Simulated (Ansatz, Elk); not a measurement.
## Bonding as seen by X-rays: Co2AgS2

Structure refinements treat a crystal as free atoms side by side. For a made-up structure of Co2AgS2 (cell and positions from a PBEsol relaxation) the runs below show what the calculated density changes in F(hkl).

Main program and level: Elk 11.2.3 (patched build); DFT, PBE, all-electron APW+lo, Dirac cores, scalar-relativistic bands, static density, no spin.

The structure was built from a prototype and need not be the compound's stable phase.

## (1) Starting point

The structure is tetragonal, space group I4/mmm (No. 139). The conventional cell has a = 3.467 Å, b = 3.467 Å, c = 12.151 Å, α = 90.00°, β = 90.00°, γ = 90.00°. Nearest to Ag lie 8 S at 2.99 Å. Nearest to Co lie 4 S at 2.18 Å. Nearest to S lie 4 Co at 2.18 Å and 4 Ag at 2.99 Å. Farther neighbours and most contacts between anions are not listed.

## (2) Ground state and structure factors

An all-electron density is needed, since X-rays see the cores too. Task 0 finds the density and task 195 Fourier-transforms it; tshift is off so that phases refer to the origin typed.

Contents of elk.in:

```
tasks
  0
  195

xctype
  20

spinpol
  .false.

rgkmax
  7.0

gmaxvr
  14.0

lmaxo
  7

lmaxapw
  8

swidth
  0.002

tshift
  .false.

ramdisk
  .false.

hmaxvr
  5.5

maxscl
  120

epspot
  1e-06

sppath
  './'

avec
  -3.27560095127 3.27560095127 11.48098820323
  3.27560095127 -3.27560095127 11.48098820323
  3.27560095127 3.27560095127 -11.48098820323

atoms
  3
  'Ag.in'
  1
  -0.0000000000 -0.0000000000 0.0000000000   0.000000 0.000000 0.000000
  'Co.in'
  2
  0.2500000000 0.7500000000 0.5000000000   0.000000 0.000000 0.000000
  0.7500000000 0.2500000000 0.5000000000   0.000000 0.000000 0.000000
  'S.in'
  2
  0.6406418998 0.6406418998 -0.0000000000   0.000000 0.000000 0.000000
  0.3593581002 0.3593581002 -0.0000000000   0.000000 0.000000 0.000000

ngridk
  9 9 9
```

Launch:

```
$ OMP_NUM_THREADS=4 elk
```

Numbers of over 12 decimals in the logs are rounded to 6 here.

What it wrote:

```text
┌─────────────────────────┐
│ Elk code version 11.2.3 │
└─────────────────────────┘

All units are atomic (Hartree, Bohr, etc.)

┌─────────────────────────────────────────────────┐
│ Ground-state run starting from atomic densities │
└─────────────────────────────────────────────────┘

Lattice vectors :
  -3.275600951       3.275600951       11.48098820
   3.275600951      -3.275600951       11.48098820
   3.275600951       3.275600951      -11.48098820

Reciprocal lattice vectors :
  0.3413703924E-16  0.9590889429      0.2736343421
  0.9590889429      0.3413703924E-16  0.2736343421
  0.9590889429      0.9590889429     -0.4891090269E-18

Unit cell volume      :    492.7438803
Brillouin zone volume :   0.5034059750

Muffin-tin inner radius fraction :   0.1000000000E-01

Nuclei treated as point charges

Species : 1 (Ag)
 parameters loaded from : Ag.in
 name : silver
 nuclear charge    :   -47.00000000
 electronic charge :    47.00000000
 atomic mass :    196631.6998
 muffin-tin radius :    2.600000000
 number of radial points in muffin-tin :   1193
 inner part over the whole radius :   0.9869554211E-02
 number on inner part of muffin-tin    :    849
 approximate nuclear radius :   0.8648227117E-04
 number of mesh points to nuclear radius :    425
 atomic positions (lattice), magnetic fields (Cartesian) :
  1 :   0.00000000  0.00000000  0.00000000    0.00000000  0.00000000  0.00000000

Species : 2 (Co)
 parameters loaded from : Co.in
 name : cobalt
 nuclear charge    :   -27.00000000
 electronic charge :    27.00000000
 atomic mass :    107428.6517
 muffin-tin radius :    2.127316638
 number of radial points in muffin-tin :    993
 inner part over the whole radius :   0.9883859561E-02
 number on inner part of muffin-tin    :    698
 approximate nuclear radius :   0.7243775530E-04
 number of mesh points to nuclear radius :    336
 atomic positions (lattice), magnetic fields (Cartesian) :
  1 :   0.25000000 -0.25000000  0.50000000    0.00000000  0.00000000  0.00000000
  2 :  -0.25000000  0.25000000  0.50000000    0.00000000  0.00000000  0.00000000

Species : 3 (S)
 parameters loaded from : S.in
 name : sulphur
 nuclear charge    :   -16.00000000
 electronic charge :    16.00000000
 atomic mass :    58450.91931
 muffin-tin radius :    1.950040252
 number of radial points in muffin-tin :    793
 inner part over the whole radius :   0.9871494678E-02
 number on inner part of muffin-tin    :    552
 approximate nuclear radius :   0.6195814986E-04
 number of mesh points to nuclear radius :    253
 atomic positions (lattice), magnetic fields (Cartesian) :
  1 :  -0.35935810 -0.35935810  0.00000000    0.00000000  0.00000000  0.00000000
  2 :   0.35935810  0.35935810  0.00000000    0.00000000  0.00000000  0.00000000

Total number of atoms per unit cell :    5
Total muffin-tin volume :    216.3967116
 ratio of muffin-tin to unit cell volume :   0.4391667158

Spin treatment :
 spin-unpolarised

Number of Bravais lattice symmetries :   16
Number of crystal symmetries         :   16
Crystal has inversion symmetry
Real symmetric eigensolver will be used

k-point grid :      9     9     9
k-point offset :    0.000000000       0.000000000       0.000000000
k-point set is reduced with full crystal symmetry group
Total number of k-points :       75

Muffin-tin radius times maximum |G+k| :    7.000000000
 using average radius
Maximum |G+k| for APW functions       :    3.254386933
Maximum (1/2)|G+k|²                   :    5.295517156
Maximum |G| for potential and density :    14.00000000
Constant for pseudocharge density :    9
 order of it for each species :   16  16  16
 order of it for pair densities of each species (exact exchange by exxq0 0: 17) :   14   9   7
Radial integration step length :    1

G-vector grid sizes :     56    56    56
Number of G-vectors :    22895

Maximum angular momentum used for
 APW functions            :    8
 outer part of muffin-tin :    7
 inner part of muffin-tin :    2

Total nuclear charge    :   -133.0000000
[...]
Density of states at Fermi energy :    235.4117880
 (states/Hartree/unit cell)

Estimated indirect band gap :   0.1665194948E-03
 from k-point 47 to k-point 16
Estimated direct band gap   :   0.2319971058E-02
 at k-point 64

Charges :
 core                        :    72.00000000
 valence                     :    61.00000000
 interstitial                :    7.772691088
 muffin-tins (core leakage)
  species : 1 (Ag)
   atom 1                    :    44.35141743     ( -0.3322565725E-06)
  species : 2 (Co)
[...]
species : 3 (S)
[...]
total in muffin-tins        :    125.2273089
 total calculated charge     :    132.9948391
 total charge                :    133.0000000
 error                       :   0.5160878048E-02

RMS change in Kohn-Sham potential (target) :   0.7450928538     (  0.1000000000E-05)
Absolute change in total energy (target)   :    3.228126195     (  0.1000000000E-03)

[... loops 3 to 18 left out ...]

┌──────────────────┐
│ Loop number : 19 │
└──────────────────┘

Energies :
 Fermi                       :     0.300139
 sum of occupied eigenvalues :     -5232.3952817961
 electron kinetic            :      9193.6618315423
 core electron kinetic       :      8700.3699342600
 Coulomb                     :     -17775.962398182
 Coulomb potential           :     -14009.451524041
 nuclear-nuclear             :     -1180.7618087744
 electron-nuclear            :     -19213.529438935
 Hartree                     :      2618.3288495278
 Madelung                    :     -10771.236636161
 xc potential                :     -416.60558929710
 exchange                    :     -313.96399138300
 correlation                 :     -6.377656
 electron entropic           :    -0.12995354347461E-02
 total energy                :     -8902.6435139690

Density of states at Fermi energy :    96.22187008
 (states/Hartree/unit cell)

Estimated indirect band gap :   0.9042485504E-03
 from k-point 10 to k-point 47
Estimated direct band gap   :   0.3626013358E-02
 at k-point 27

Charges :
 core                        :    72.00000000
 valence                     :    61.00000000
 interstitial                :    8.046524237
 muffin-tins (core leakage)
  species : 1 (Ag)
[...]
species : 2 (Co)
[...]
species : 3 (S)
[...]
total in muffin-tins        :    124.9534758
 total calculated charge     :    132.9947797
 total charge                :    133.0000000
 error                       :   0.5220298271E-02

RMS change in Kohn-Sham potential (target) :   0.5090814615E-06 (  0.1000000000E-05)
Absolute change in total energy (target)   :   0.7769858348E-04 (  0.1000000000E-03)

Convergence targets achieved

┌──────────────────┐
│ Loop number : 20 │
└──────────────────┘

Energies :
 Fermi                       :     0.300139
 sum of occupied eigenvalues :     -5232.3952717875
 electron kinetic            :      9193.6618315524
 core electron kinetic       :      8700.3699320400
 Coulomb                     :     -17775.962387872
 Coulomb potential           :     -14009.451522168
 nuclear-nuclear             :     -1180.7618087744
 electron-nuclear            :     -19213.529420794
 Hartree                     :      2618.3288416961
 Madelung                    :     -10771.236626788
 xc potential                :     -416.60558117203
 exchange                    :     -313.96399106005
 correlation                 :     -6.377656
 electron entropic           :    -0.12995358965159E-02
 total energy                :     -8902.6435033455

Density of states at Fermi energy :    96.22190266
 (states/Hartree/unit cell)

Estimated indirect band gap :   0.9042505751E-03
 from k-point 10 to k-point 47
Estimated direct band gap   :   0.3626016775E-02
 at k-point 27

Charges :
 core                        :    72.00000000
 valence                     :    61.00000000
 interstitial                :    8.046524642
 muffin-tins (core leakage)
  species : 1 (Ag)
[...]
species : 2 (Co)
[...]
atom 2                    :    25.80679637     (  0.1969016313E-02)
  species : 3 (S)
   atom 1                    :    13.78163335     (  0.3688858749E-03)
   atom 2                    :    13.78163335     (  0.3688858749E-03)
 total in muffin-tins        :    124.9534754
 total calculated charge     :    132.9947797
 total charge                :    133.0000000
 error                       :   0.5220298287E-02

┌──────────────────────────────┐
│ Self-consistent loop stopped │
└──────────────────────────────┘

Warning : the lowest level lies among the core levels :   -3.064182874      -3.202311464

Warning : core states of species 2 leak from the muffin-tin :   0.1969016313E-02

Warning : core states of species 3 leak from the muffin-tin :   0.3688858749E-03

Wrote STATE.OUT
```

Elapsed: 81 s, on 4 threads of Arm Neoverse V1, shared host; peak memory 0.21 GiB; 4.7 min of CPU time.

SFACRHO.OUT:

```text

h k l indices transformed by vhmat matrix:
   1.000000000       0.000000000       0.000000000    
   0.000000000       1.000000000       0.000000000    
   0.000000000       0.000000000       1.000000000    

      h      k      l  multipl.   |H|            Re(F)            Im(F)           |F|

      0      0      0      1   0.0000000       133.00000     -0.28524102E-16   133.00000    
      1      1     -1      2  0.54726868      -12.133152      0.17095488E-13   12.133152    
      1      0      0      8  0.99736019       24.948468      0.51286463E-14   24.948468    
      2      2     -2      2   1.0945374       62.728190     -0.89751310E-14   62.728190    
      2      1     -2      8   1.2624315       58.844092     -0.94025181E-14   58.844092    
     -1      1      0      4   1.3563566       17.942423     -0.60958112E-15   17.942423    
     -2      0      1      8   1.4626025       73.463118      0.17095488E-14   73.463118    
     -3     -3      3      2   1.6418061       7.6894511     -0.43593493E-13   7.6894511    
      2      3     -2      8   1.6708517       40.668260     -0.85477438E-14   40.668260    
      1      3     -2      8   1.7429043      -21.163798      0.14531164E-13   21.163798    
     -1      1      1      4   1.9181779       87.369925     -0.51983515E-14   87.369925    
      2      0     -2      8   1.9947204      -6.2949978      0.17095488E-14   6.2949978    
      3      3     -2      8   2.1296080       74.916891     -0.31626652E-13   74.916891    
      4      3     -4      8   2.1421399       14.049582      0.30878724E-13   14.049582    
      1     -2      1     16   2.1619745       20.139920     -0.34190975E-14   20.139920    
      4      4     -4      2   2.1890747       76.241950     -0.64962853E-13   76.241950    
     -3     -1      3      8   2.2084878       48.123687     -0.11966841E-13   48.123687    
     -2     -1      3     16   2.2963318       44.889349      0.85477438E-14   44.889349
```

Elk indexes on the primitive cell of elk.in and gives |H| = 4π sin θ/λ in inverse bohr. Below, one row stands for each form hkl of the conventional cell (m members, Friedel mates merged), F is for one primitive cell and the density is static (no thermal factor). Free-atom factors are Waasmaier and Kirfel's, and R is Σm||F|−|F'||/Σm|F|.

```csv
hkl,m,sin θ/λ (Å⁻¹),"abs F, DFT",neutral atoms,diff.
002,2,0.082,12.133,11.644,+0.489
101,8,0.150,24.948,25.197,-0.248
004,2,0.165,62.728,62.603,+0.125
103,8,0.190,58.844,58.856,-0.012
110,4,0.204,17.942,18.010,-0.068
112,8,0.220,73.463,73.617,-0.154
006,2,0.247,7.689,7.529,+0.161
105,8,0.251,40.668,40.855,-0.187
114,8,0.262,21.164,21.328,-0.164
200,4,0.288,87.370,87.650,-0.280
202,8,0.300,6.295,6.534,-0.239
116,8,0.320,74.917,75.218,-0.301
107,8,0.322,14.050,13.913,+0.136
211,16,0.325,20.140,20.110,+0.030
008,2,0.329,76.242,76.671,-0.429
204,8,0.332,48.124,48.281,-0.158
213,16,0.345,44.889,45.006,-0.117
206,8,0.380,7.043,7.002,+0.041
215,16,0.383,33.255,33.096,+0.158
118,8,0.387,9.560,9.424,+0.136
109,8,0.397,29.396,29.376,+0.021
220,4,0.408,71.798,71.898,-0.100
```

## (3) The highest occupied states alone

An energy window below the Fermi level keeps the highest occupied states, to see at which angles they scatter; shallow core shells can lie inside it and anion s states outside. No new self-consistency is needed.

Edit elk.in of step 2 so:

```diff
@@ -1,3 +1,2 @@
 tasks
-  0
   195
@@ -40,2 +39,5 @@
 
+wsfac
+  -0.251100 0.600140
+
 sppath
```

Launch:

```
$ OMP_NUM_THREADS=4 elk
```

What it wrote:

```text
┌─────────────────────────────────┐
│ Elk code version 11.2.3 started │
└─────────────────────────────────┘

Info(readinput): the functional depends on the density's gradient
 muffin-tin radial points multiplied by    2.00000
 (not where nrmtscf is given)

┌────────────────────┐
│ Current task : 195 │
└────────────────────┘
Info(checkmt): changed muffin-tin radius of species 2 (Co) from   2.4000 to   2.1273
Info(checkmt): changed muffin-tin radius of species 3 (S) from   2.2000 to   1.9500

Info(sfacrho): density structure factors written to SFACRHO.OUT

 Energy window :  -0.2511000000      0.6001400000

┌──────────────────┐
│ Elk code stopped │
└──────────────────┘
```

Run time: 12 s. Hardware: 4 threads; peak memory 0.16 GiB; 18 s of CPU time.

States within 15 eV below the Fermi level hold 40.18 electrons; any levels below the window count with the cores, and a count that is not whole means the window cuts a band. Their amplitudes can exceed the total, where window and core parts have opposite phase:

```csv
hkl,sin θ/λ (Å⁻¹),"abs F, window","abs F, all"
002,0.082,8.089,12.133
101,0.150,3.234,24.948
004,0.165,13.338,62.728
103,0.190,8.628,58.844
110,0.204,1.617,17.942
112,0.220,12.980,73.463
006,0.247,3.365,7.689
105,0.251,3.939,40.668
114,0.262,5.228,21.164
200,0.288,9.882,87.370
```

## (4) Another functional

The difference from free atoms is small, so it is set against the change that LDA (Perdew-Wang) makes.

Edit elk.in of step 3 so:

```diff
@@ -1,2 +1,3 @@
 tasks
+  0
   195
@@ -4,3 +5,3 @@
 xctype
-  20
+  3
 
@@ -39,5 +40,2 @@
 
-wsfac
-  -0.251100 0.600140
-
 sppath
```

Launch:

```
$ OMP_NUM_THREADS=4 elk
```

What it wrote:

```text
┌─────────────────────────┐
│ Elk code version 11.2.3 │
└─────────────────────────┘

All units are atomic (Hartree, Bohr, etc.)

┌─────────────────────────────────────────────────┐
│ Ground-state run starting from atomic densities │
└─────────────────────────────────────────────────┘

Lattice vectors :
  -3.275600951       3.275600951       11.48098820
   3.275600951      -3.275600951       11.48098820
   3.275600951       3.275600951      -11.48098820

Reciprocal lattice vectors :
  0.3413703924E-16  0.9590889429      0.2736343421
[...]
atom 2                    :    13.76360505     (  0.3678875152E-03)
 total in muffin-tins        :    124.9609995
 total calculated charge     :    132.9945888
 total charge                :    133.0000000
 error                       :   0.5411184225E-02

┌──────────────────────────────┐
│ Self-consistent loop stopped │
└──────────────────────────────┘

Warning : the lowest level lies among the core levels :   -3.068200401      -3.185764717

Warning : core states of species 2 leak from the muffin-tin :   0.2061263788E-02

Warning : core states of species 3 leak from the muffin-tin :   0.3678875152E-03

Wrote STATE.OUT
[key lines of the parts left out:]
total energy                :     -8890.7599677259
```

Elapsed: 51 s, on 4 threads; peak memory 0.16 GiB; 3 min of CPU time.

Against the first run R = 0.07 %; the largest change is -0.048 at 204.

## (5) A coarser k-mesh

About half the k-points along each axis test the sampling.

Edit elk.in of step 4 so:

```diff
@@ -5,3 +5,3 @@
 xctype
-  3
+  20
 
@@ -63,2 +63,2 @@
 ngridk
-  9 9 9
+  4 4 4
```

Launch:

```
$ OMP_NUM_THREADS=4 elk
```

What it wrote:

```text
┌─────────────────────────┐
│ Elk code version 11.2.3 │
└─────────────────────────┘

All units are atomic (Hartree, Bohr, etc.)

┌─────────────────────────────────────────────────┐
│ Ground-state run starting from atomic densities │
└─────────────────────────────────────────────────┘

Lattice vectors :
  -3.275600951       3.275600951       11.48098820
   3.275600951      -3.275600951       11.48098820
   3.275600951       3.275600951      -11.48098820

Reciprocal lattice vectors :
  0.3413703924E-16  0.9590889429      0.2736343421
[...]
atom 2                    :    13.77919750     (  0.3686924135E-03)
 total in muffin-tins        :    124.9544614
 total calculated charge     :    132.9948841
 total charge                :    133.0000000
 error                       :   0.5115936580E-02

┌──────────────────────────────┐
│ Self-consistent loop stopped │
└──────────────────────────────┘

Warning : the lowest level lies among the core levels :   -3.063290238      -3.201958034

Warning : core states of species 2 leak from the muffin-tin :   0.1970628695E-02

Warning : core states of species 3 leak from the muffin-tin :   0.3686924135E-03

Wrote STATE.OUT
[key lines of the parts left out:]
total energy                :     -8902.6448511449
```

It took 31 s on 4 threads; peak memory 0.21 GiB; 71 s of CPU time.

Against the first run R = 0.01 %; the largest change is +0.020 at 0 0 14.

## (6) Settings against the effect

```csv
run,R against the first run (%),"R against neutral atoms, low angle (%)",wall time
"PBE, rgkmax 7",0.00,0.39,81 s
LDA (Perdew-Wang),0.07,0.42,51 s
k-mesh 4×4×4,0.01,0.39,31 s
```

## (7) Outcome

| Property | Result |
| --- | --- |
| R against neutral atoms, sin θ/λ < 0.3 Å⁻¹ | 0.39 % |
| R against neutral atoms, 0.3 to 0.82 Å⁻¹ | 0.25 % |

What this shows: Independent neutral atoms miss the calculated amplitudes by R = 0.39 % below 0.3 Å⁻¹ and 0.25 % from there to 0.82 Å⁻¹; by shells, 4.03 % below 0.15 Å⁻¹ (1 form), 0.35 % 0.15 to 0.3 (9 forms), 0.37 % 0.3 to 0.45 (19 forms), 0.23 % above 0.45 (104 forms). Bonding, aspherical density and the tables' own atoms all enter these figures, and the runs don't part them. The largest change of an amplitude is +0.49 electrons, at 002. The window's part falls from 40.2 electrons at the origin to at most 3.50 between 0.45 and 0.82 Å⁻¹, where compact states inside the window still scatter. Below 0.3 Å⁻¹ the changes that finished (LDA (Perdew-Wang) and k-mesh 4×4×4) move F by R = 0.06 % at most, against the 0.39 % that separates it from free atoms. The basis has no finished test. These runs have no spin, though d or f shells may be open. The electron count is odd, so without spin the run is a metal by force. Part of the difference isn't bonding: the tables are fits to free atoms and ions calculated by other methods than this functional. Thermal motion, anomalous dispersion and extinction are left out.

[Logs are printed without paths, hosts, clocks, repeated set-up lines and the standing remarks that a program may print on its own settings, such as how far it seeks lower states.]

[Hosts, paths, dates, database ids (printed as entryN), source tags and the programs' standing remarks are cut or masked in the printed files.]
